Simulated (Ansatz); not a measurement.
# Cs2InAgCl6 (Fm-3m): converging the G0W0 gap, part 2 of 2

Wanted: a G0W0 gap for Cs2InAgCl6 (Fm-3m) that is converged in bands and cutoff, or an estimate of the limit.

Ansatz 0.2.0; G0W0 on LDA, plane waves, PAW. Known limits of the many-body steps: not at the basis limit; d shell near the gap, gap tends to lie low; no spin-orbit coupling; coarse k mesh.

So far. Step 4 (1078 empty bands, screening to 140 eV): Against the run with 2×2×2 mesh, 501 empty bands, screening to 84 eV, the gap moves by +0.008 eV.

In doubt: one-shot GW on d or f shells is unsure (steps 2, 3, 4, 5, 6), so the values of those runs are not to be relied on.

## Step 5: Changing the frequency model: 2×2×2 mesh, 1078 empty bands, screening to 140 eV, plasmon pole

A plasmon pole stands in for the full frequency dependence of the screening; this run shows what that costs in accuracy.

Input file input.yaml:

```yaml
crystal:
  lattice:
    - [0.0, 5.2345, 5.2345]
    - [5.2345, 0.0, 5.2345]
    - [5.2345, 5.2345, 0.0]
  atoms:
    - { symbol: Cs, position: [0.25, 0.25, 0.25] }
    - { symbol: Cs, position: [0.75, 0.75, 0.75] }
    - { symbol: In, position: [0.0, 0.0, 0.0] }
    - { symbol: Ag, position: [0.5, 0.5, 0.5] }
    - { symbol: Cl, position: [0.76021, 0.23979, 0.23979] }
    - { symbol: Cl, position: [0.23979, 0.76021, 0.23979] }
    - { symbol: Cl, position: [0.23979, 0.76021, 0.76021] }
    - { symbol: Cl, position: [0.76021, 0.23979, 0.76021] }
    - { symbol: Cl, position: [0.23979, 0.23979, 0.76021] }
    - { symbol: Cl, position: [0.76021, 0.76021, 0.23979] }
kpoints:
  mp_grid: { grid: [2, 2, 2] }
hamiltonian:
  xc: lda
scf:
  occupations: { method: fixed }
gw:
  n_empty_bands: 1078
  ecut_chi: 140.0
  qp_bands: [v3, c3]
  qp_kpoints: band_edges
  screening: { model: godby_needs }
```

The run is started by

```bash
> ansatz run input.yaml --threads 3 --pin off --max-ram 92160MiB --backend cuda --events-out ev --progress --plain --runs-dir out --devices 1 --max-vram 13GiB  # rebuilt from the run's record
```

Numbers of over 12 decimals in the logs are rounded to 6 here.

The log of the run:

```text
GPUs: using 1 of 1 available (devices: 1).
[...]
GPU FFT provider: cuFFT
GPU libraries: cuBLAS 13.8.2, cuFFT 12.4.0, cuSOLVER 12.3.4
Crystal: 10 atoms, lattice volume = 286.850 Å³
Basis set: ecut = 420 eV, 5601 PW (Γ)
Bands: 56, of which v1, the nominal top of the filled ones, is band 46 counted from 1 (45 counted from 0)
Symmetry: 48 space group operations
[...]
k-points: 3 of 8
[...]
1    45      3.3152   -27.8048     3.7746   -23.1501  0.7756     2.4279     2.4351  root
[...]
2    46      3.8780   -28.4642     3.5185   -24.1714  0.7786     3.0989     3.1036  root
     2    47      7.3409   -13.6975    -3.6283   -18.3301  0.8006     8.3512     8.3452  root
     2    48      9.3126   -10.9479    -4.7581   -16.8495  0.7967    10.4633    10.4560  root
     2    49     10.1160    -5.5394    -3.8586   -10.3511  0.8381    11.0751    11.0691  root
[key lines of the parts left out:]
SCF converged after 8 iterations
Free energy (F): -30203.185192 eV
Fermi energy:    3.881655 eV
```

The job ended after 23 s (1 × NVIDIA H100 80GB HBM3 (shared by 6 runs) with 3 threads of AMD EPYC 7R13 (Zen 3), shared host; peak memory 2.6 GiB).

Numbers from this step:

| Quantity | Value |
| --- | --- |
| bands summed | 1124 |
| plasmon-pole fit frequency | 21.03 eV |
| RPA ε∞ on this mesh (eigenvalues) | 4.290, 4.290, 4.290 |
| plane waves in the screening matrix | 1067 |
| G0W0 gap on the mesh | 2.624 eV |
| k of the valence top | 0, -0.5, -0.5 |
| k of the conduction bottom | 0, 0, 0 |
| starting gap on the mesh | 0.8817 eV |
| least direct G0W0 gap on the computed points | 2.625 eV |

Against the run with 2×2×2 mesh, 1078 empty bands, screening to 140 eV, the gap moves by +0.06 eV.

## Step 6: Changing the files and raising the bands: 2×2×2 mesh, 1599 empty bands, screening to 182 eV, hard PAW files

Other atomic data (hard PAW) test the pseudisation: the cutoff goes from 420 to 710 eV and the valence electrons from 92 to 100, which opens shells that were frozen. Bands and screening cutoff change too, so the step is no clean test of the files.

input.yaml: that of step 5 with these lines changed.

```diff
@@ -20,2 +20,3 @@
   xc: lda
+  pseudopotentials: { kind: paw, source: ansatz }
 scf:
@@ -23,6 +24,6 @@
 gw:
-  n_empty_bands: 1078
-  ecut_chi: 140.0
+  n_empty_bands: 1599
+  ecut_chi: 182.0
   qp_bands: [v3, c3]
   qp_kpoints: band_edges
-  screening: { model: godby_needs }
+  screening: { model: contour_deformation }
```

The log of the run:

```text
GPUs: using 1 of 1 available (devices: 1).
[...]
GPU FFT provider: cuFFT
GPU libraries: cuBLAS 13.8.2, cuFFT 12.4.0, cuSOLVER 12.3.4
Crystal: 10 atoms, lattice volume = 286.850 Å³
Basis set: ecut = 710 eV, 12339 PW (Γ)
Bands: 60, of which v1, the nominal top of the filled ones, is band 50 counted from 1 (49 counted from 0)
Symmetry: 48 space group operations
[...]
k-points: 3 of 8
[...]
1    49      3.6236   -27.7820     3.6219   -23.1308  0.7357     2.5607     2.5943  root
[...]
2    50      4.1858   -28.4441     3.3415   -24.1553  0.7432     3.2134     3.2386  root
     2    51      7.6511   -13.6864    -3.8647   -18.3215  0.7709     8.4207     8.4215  root
     2    52      9.6240   -10.9359    -5.0599   -16.8382  0.7470    10.4918    10.4664  root
     2    53     10.4267    -5.5322    -3.9671   -10.3432  0.8104    11.2893    11.2707  root
[key lines of the parts left out:]
SCF converged after 9 iterations
Free energy (F): -33625.176024 eV
Fermi energy:    4.189546 eV
```

It took 37 s on 1 × NVIDIA H100 80GB HBM3 (shared by 6 runs) with 3 threads; peak memory 4.1 GiB.

This step gave:

| Quantity | Value |
| --- | --- |
| bands summed | 1649 |
| RPA ε∞ on this mesh (eigenvalues) | 4.284, 4.284, 4.284 |
| plane waves in the screening matrix | 1639 |
| G0W0 gap on the mesh | 2.628 eV |
| k of the valence top | 0, -0.5, -0.5 |
| k of the conduction bottom | 0, 0, 0 |
| starting gap on the mesh | 0.8854 eV |
| least direct G0W0 gap on the computed points | 2.629 eV |

Against the run with 2×2×2 mesh, 1078 empty bands, screening to 140 eV, the gap moves by +0.06 eV.

## Step 7: Convergence and cost

Times are wall times on 1 × NVIDIA H100 80GB HBM3 (shared by 6 runs) with 3 threads of AMD EPYC 7R13 (Zen 3), shared host, good to a factor of about two.

| mesh | files | frequency | bands summed | cutoff (eV) | start (eV) | G0W0 (eV) | time | host memory (GiB) |
| --- | --- | --- | --- | --- | --- | --- | --- | --- |
| 2×2×2 | default PAW | contour deformation | 223 | 42 | 0.882 | 2.729 | 7.2 s | 1.2 |
| 2×2×2 | default PAW | contour deformation | 547 | 84 | 0.882 | 2.555 | 8.2 s | 1.5 |
| 2×2×2 | default PAW | contour deformation | 1124 | 140 | 0.882 | 2.563 | 15 s | 2.2 |
| 2×2×2 | default PAW | plasmon pole | 1124 | 140 | 0.882 | 2.624 | 23 s | 2.6 |
| 2×2×2 | hard PAW | contour deformation | 1649 | 182 | 0.885 | 2.628 | 37 s | 4.1 |

The parts of the quasiparticle energy at the two band edges (eV; QP = start + Σx + Σc − Vxc):

| run | edge | start | Σx | Σc | Vxc | Z | QP |
| --- | --- | --- | --- | --- | --- | --- | --- |
| 223 bands | valence top | 3.88 | -28.47 | 3.90 | -24.16 | 0.76 | 3.47 |
| 223 bands | conduction bottom | 4.76 | -10.04 | -3.34 | -14.82 | 0.80 | 6.20 |
| 547 bands | valence top | 3.88 | -28.46 | 3.67 | -24.17 | 0.75 | 3.26 |
| 547 bands | conduction bottom | 4.76 | -10.04 | -3.73 | -14.82 | 0.79 | 5.81 |
| 1124 bands | valence top | 3.88 | -28.46 | 3.46 | -24.17 | 0.74 | 3.05 |
| 1124 bands | conduction bottom | 4.76 | -10.04 | -3.93 | -14.82 | 0.79 | 5.61 |

## Step 8: Results

```json
{"223 bands, 42 eV": "2.729 eV", "547 bands, 84 eV": "2.555 eV", "1124 bands, 140 eV": "2.563 eV", "mesh and start": "2×2×2, LDA"}
```

**Reading.** From 223 to 1124 bands the gap moves by −0.17 eV while the time grows 2.1-fold. The gap turns back along the series, so no limit is drawn from it. The plasmon-pole model gives +0.06 eV against contour deformation, 4 % of the correction, and saved no time in this program. With hard PAW files and 1649 bands the gap is 2.63 eV. The 2×2×2 mesh is coarse for this cell (its supercell is 15 Å along the shortest edge). The RPA ε∞ on it, from the LDA start, is 4.29; such meshes misread the long-range screening, most where the gap is narrow. A d shell, filled or nearly so, lies near the gap. One-shot GW converges very slowly in bands there, not always from below, and on a semilocal start the gap tends to come out low; starts rich in exact exchange can overshoot instead. The many-body steps are scalar-relativistic: spin-orbit coupling is not in them.

[Paths, hosts, dates, memory and timing lines, banners, echoed tables and standing remarks are left out of the program output.]

[Logs are printed without paths, hosts, clocks, repeated set-up lines and the standing remarks that a program may print on its own settings, such as how far it seeks lower states.]

[Runs of the session that timed out or met a known fault of the program may be left out.]

[Cells called generated may have been cut or substituted from an entry of the Crystallography Open Database or the Materials Project.]

[Hosts, paths, dates, database ids (printed as entryN), source tags and the programs' standing remarks are cut or masked in the printed files.]
